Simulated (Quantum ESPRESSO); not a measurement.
**Si3Ge (Pm-3m): zone-centre phonons**

Which modes does Si3Ge (Pm-3m) have at the zone centre?

Program: Quantum ESPRESSO 7.5. Level of theory: DFT LDA, scalar-relativistic, plane waves, PseudoDojo norm-conserving pseudopotentials. Results are calculated unless marked as measured.

Most raw output is cut from this account.

The structure was built from a prototype and need not be the compound's stable phase.

**1. The structure**

Symmetry: Pm-3m, No. 221, cubic system. Conventional cell: a = 3.946 Å, b = 3.946 Å, c = 3.946 Å, α = 90.00°, β = 90.00°, γ = 90.00°. Nearest to Ge lie 12 Si at 2.79 Å. Nearest to Si lie 4 Ge at 2.79 Å and 8 Si at 2.79 Å. Farther neighbours are not listed.

**2. A probe with smearing**

A cheap run with smearing and empty bands tells whether the crystal has a gap, which decides between fixed occupations and smearing later on.

The input, probe.in:

```
&control
   calculation = 'scf'
   prefix = 'x'
   outdir = './tmp'
   pseudo_dir = './pseudo'
   tprnfor = .true.
   tstress = .true.
   verbosity = 'high'
/
&system
   ibrav = 1
   celldm(1) = 7.45674462
   nat = 4
   ntyp = 2
   ecutwfc = 70.0
   occupations = 'smearing'
   smearing = 'gaussian'
   degauss = 0.01
/
&electrons
   conv_thr = 1.0d-07
   mixing_beta = 0.7
   electron_maxstep = 100
/
ATOMIC_SPECIES
 Ge     72.6300  Ge.upf
 Si     28.0850  Si.upf
ATOMIC_POSITIONS crystal
 Ge     0.000000000   0.000000000   0.000000000
 Si     0.000000000   0.500000000   0.500000000
 Si     0.500000000   0.000000000   0.500000000
 Si     0.500000000   0.500000000   0.000000000
K_POINTS automatic
 4 4 4 0 0 0
```

The run is started by

```
$ OMP_NUM_THREADS=1 mpirun -n 4 pw.x -nk 4 -in probe.in > probe.out
```

Run time: 3.2 s. Hardware: 4 MPI ranks of Arm Neoverse V2, shared host.

This step gave:

| Property | Result |
| --- | --- |
| volume per atom | 15.36 Å³ |
| pressure | -0.319 GPa |
| gap on the k-mesh | 0 eV |

No gap opens on this mesh, so smearing is kept; the start stands at -0.32 GPa.

**3. Relaxation**

The harmonic expansion starts where the forces on the atoms vanish, and stress shifts the frequencies, so cell and atoms are relaxed with tight thresholds.

The input, relax.in:

```
&control
   calculation = 'vc-relax'
   prefix = 'x'
   outdir = './tmp'
   pseudo_dir = './pseudo'
   tprnfor = .true.
   tstress = .true.
   forc_conv_thr = 2.0d-05
   etot_conv_thr = 1.0d-07
   nstep = 40
/
&system
   ibrav = 1
   celldm(1) = 7.45674462
   nat = 4
   ntyp = 2
   ecutwfc = 70.0
   occupations = 'smearing'
   smearing = 'mv'
   degauss = 0.02
/
&electrons
   conv_thr = 1.0d-11
   mixing_beta = 0.7
   electron_maxstep = 100
/
&ions
/
&cell
   press_conv_thr = 0.2
/
ATOMIC_SPECIES
 Ge     72.6300  Ge.upf
 Si     28.0850  Si.upf
ATOMIC_POSITIONS crystal
 Ge     0.000000000   0.000000000   0.000000000
 Si     0.000000000   0.500000000   0.500000000
 Si     0.500000000   0.000000000   0.500000000
 Si     0.500000000   0.500000000   0.000000000
K_POINTS automatic
 8 8 8 0 0 0
```

The run is started by

```
$ OMP_NUM_THREADS=1 mpirun -n 4 pw.x -nk 4 -in relax.in > relax.out
```

Wall time 40 s (4 MPI ranks); 2.6 min of CPU time.

The steps of the relaxation:

```
step  energy less that of the first step (eV)  largest force (eV/Å)  pressure (GPa)  volume (Å³)
   1                                   0.0000                0.0000           -1.33        61.44
   2                                  -0.0027                0.0000           -0.76        61.03
   3                                  -0.0040                0.0000            0.01        60.49
   4                                  -0.0040                0.0000            0.00        60.49
   5                                  -0.0001                0.0000           -0.18        60.49
```

```
conventional cell, symmetrised  before  after  change
                         a (Å)   3.946  3.926  -0.5 %
                         b (Å)   3.946  3.926  -0.5 %
                         c (Å)   3.946  3.926  -0.5 %
              volume (Å³/atom)   15.36  15.12  -1.5 %
```

Final coordinates:

```
CELL_PARAMETERS angstrom
3.92557 0.00000 0.00000
0.00000 3.92557 0.00000
0.00000 0.00000 3.92557
ATOMIC_POSITIONS crystal
Ge 0.00000 0.00000 0.00000
Si 0.00000 0.50000 0.50000
Si 0.50000 0.00000 0.50000
Si 0.50000 0.50000 0.00000
```

The last row of the table of steps is pw.x's closing run on a basis chosen anew for the final cell, so its energy can jump.

Numbers from this step:

```
volume per atom : 15.12 Å³
pressure        : -0.1820 GPa
```

The volume changes by -1.5 % from the cell with which this run began.

**4. Relaxation**

A variable-cell run keeps the plane waves of its start, so its end shows a stress on a fresh basis; a second run from that cell removes it.

Changes to relax.in since step 3:

```diff
@@ -13,3 +13,3 @@
    ibrav = 1
-   celldm(1) = 7.45674462
+   celldm(1) = 7.41824975
    nat = 4
```

The job ended after 34 s (4 MPI ranks).

Little changed from the start: no atom moved by 0.005 Å and no cell edge by 0.1 %.

The last row of the table of steps is pw.x's closing run on a basis chosen anew for the final cell, so its energy can jump.

Read from the output:

```
volume per atom : 15.09 Å³
pressure        : -0.02200 GPa
```

The volume changes by -0.2 % from the cell with which this run began.

**5. Ground state**

The response is built on this ground state, so it is converged far tighter than an energy would need. Smearing stays on, as the first look found no gap above 0.3 eV.

The input, scf.in:

```
&control
   calculation = 'scf'
   prefix = 'x'
   outdir = './tmp'
   pseudo_dir = './pseudo'
   tprnfor = .true.
   tstress = .true.
/
&system
   ibrav = 1
   celldm(1) = 7.41325692
   nat = 4
   ntyp = 2
   ecutwfc = 70.0
   occupations = 'smearing'
   smearing = 'mv'
   degauss = 0.02
/
&electrons
   conv_thr = 1.0d-12
   mixing_beta = 0.7
   electron_maxstep = 100
/
ATOMIC_SPECIES
 Ge     72.6300  Ge.upf
 Si     28.0850  Si.upf
ATOMIC_POSITIONS crystal
 Ge     0.000000000   0.000000000   0.000000000
 Si     0.000000000   0.500000000   0.500000000
 Si     0.500000000   0.000000000   0.500000000
 Si     0.500000000   0.500000000   0.000000000
K_POINTS automatic
 8 8 8 0 0 0
```

The run is started by

```
$ OMP_NUM_THREADS=1 mpirun -n 4 pw.x -nk 4 -in scf.in > scf.out
```

Elapsed: 9.8 s, on 4 MPI ranks.

The cell stands at -0.022 GPa, close enough for phonons.

**6. Zone-centre response**

At q = 0 one unit cell holds all displacements; symmetry groups them into irreducible representations that are solved one by one. With smeared occupations no response to a homogeneous field can be asked.

The input, ph.in:

```
phonons
&inputph
   prefix = 'x'
   outdir = './tmp'
   fildyn = 'g.dyn'
   tr2_ph = 1.0d-18
   alpha_mix(1) = 0.4
   nmix_ph = 8
/
0.000000000000 0.000000000000 0.000000000000
```

The run is started by

```
$ OMP_NUM_THREADS=1 mpirun -n 4 ph.x -nk 4 -in ph.in > ph.out
```

Wall time 4.9 min (4 MPI ranks).

Numbers from this step:

| Item | Value |
| --- | --- |
| largest acoustic frequency at the zone centre before the sum rule | 1.24 cm⁻¹ |
| highest optical zone-centre mode (no LO-TO term) | 167.6 cm⁻¹ |
| lowest optical zone-centre mode | -134.5 cm⁻¹ |

The acoustic modes at Γ come out as far as 1.2 cm⁻¹ from zero, where they should vanish, a small numerical error. The lowest optical mode is imaginary, 134i cm⁻¹, an instability at this level and on this k mesh.

**7. Modes with the sum rule**

A rigid shift of the crystal must cost nothing, but grids and finite bases break this; the acoustic sum rule is imposed before the matrix is diagonalised again.

The input, dynmat.in:

```
&input
   fildyn = 'g.dyn'
   asr = 'simple'
   fileig = 'dynmat.eig'
/
```

The run is started by

```
$ dynmat.x -in dynmat.in > dynmat.out
```

Run time: 0.52 s. Hardware: 1 thread.

Unit eigenvectors of the mass-weighted matrix after the sum rule; no LO-TO term. Modes at Γ, with each element's share of the kinetic energy (negative means imaginary):

```
mode  frequency (cm⁻¹)  Ge %  Si %
   1            -134.5    22    78
   2            -134.5    22    78
   3            -134.5    22    78
   4             -95.4     0   100
   5             -95.4     0   100
   6             -95.4     0   100
   7               0.0    46    54
   8               0.0    46    54
   9               0.0    46    54
  10             167.6    31    69
  11             167.6    31    69
  12             167.6    31    69
```

Displacements in mode 1 (-134.5 cm⁻¹), the largest set to 1:
```
Ge1  0.00 -0.01 -0.33
Si2  0.00  0.00 -0.07
Si3  0.00  0.02 -0.07
Si4  0.00  0.00  1.00
```

Displacements in mode 4 (-95.4 cm⁻¹), the largest set to 1:
```
Ge1  0.00  0.00  0.00
Si2  0.00 -0.20  1.00
Si3  0.53  0.00 -1.00
Si4 -0.53  0.20  0.00
```

The rule moves no optical mode by more than 0.1 cm⁻¹.

**8. Sum rules set otherwise: a sum rule for molecules or wires on a crystal**

This rule also removes rotations, which suits wires and not a crystal; it is tried to see the harm.

The input, dynmat.in:

```
&input
   fildyn = 'g.dyn'
   asr = 'one-dim'
   fileig = 'dynmat.eig'
/
```

The run is started by

```
$ dynmat.x -in dynmat.in > dynmat.out
```

It took 0.51 s on 1 thread.

The run ended normally, but on settings that are not sound.

The fault: a sum rule for molecules or wires on a crystal; 1 optical mode is projected out to zero frequency, as if it were a rotation.

For a crystal the rule has to be 'simple' or 'crystal'.

Zone-centre frequencies as printed; negative means imaginary. Modes:

```
mode  frequency (cm⁻¹)
   1            -134.5
   2            -134.5
   3            -121.7
   4            -95.36
   5            -95.36
   6                 0
   7                 0
   8                 0
   9                 0
  10             167.6
  11             167.6
  12               172
```

**9. Sum rules set otherwise (asr no)**

Without the rule the raw error of the acoustic modes shows.

The input, dynmat.in:

```
&input
   fildyn = 'g.dyn'
   asr = 'no'
   fileig = 'dynmat.eig'
/
```

The run is started by

```
$ dynmat.x -in dynmat.in > dynmat.out
```

Run time: 0.53 s. Hardware: 1 thread.

Zone-centre frequencies as printed; negative means imaginary. Modes:

```
mode  frequency (cm⁻¹)
   1            -134.5
   2            -134.5
   3            -134.5
   4            -95.36
   5            -95.36
   6            -95.36
   7              1.24
   8              1.24
   9              1.24
  10             167.6
  11             167.6
  12             167.6
```

Against the first rule no mode moves by more than 1.3 cm⁻¹.

**10. Results**

| Item | Value |
| --- | --- |
| space group after relaxation | Pm-3m |
| volume per atom | 15.1 Å³ |
| highest optical zone-centre mode (no LO-TO term) | 167.6 cm⁻¹ |
| lowest optical zone-centre mode | -134.5 cm⁻¹ |
| imaginary optical modes at the zone centre (no q mesh in this session) | yes |

What this shows: At the LDA level the optical modes of Si3Ge (Pm-3m) at the zone centre run from 134i to 168 cm⁻¹, so the structure is a saddle point, with 6 modes beyond 10i cm⁻¹ there. Of the 9 optical modes, 6 are infrared active alone and 3 are silent. These are harmonic frequencies at zero temperature: anharmonic shifts and linewidths and thermal expansion are left out. In a metal the frequencies hang on the k mesh and the smearing, most of all near Kohn anomalies. The relaxation ran at 70 Ry, under the 78 Ry recommended for these files; the stress of so short a basis can leave the cell about one per cent too small. The structure is a hypothetical one, built on a prototype.

[Host names and launcher messages were left out of these logs when they were recorded.]

[Logs are printed without paths, hosts, clocks, repeated set-up lines and the standing remarks that a program may print on its own settings, such as how far it seeks lower states.]

[Hosts, paths, dates, database ids (printed as entryN), source tags and the programs' standing remarks are cut or masked in the printed files.]
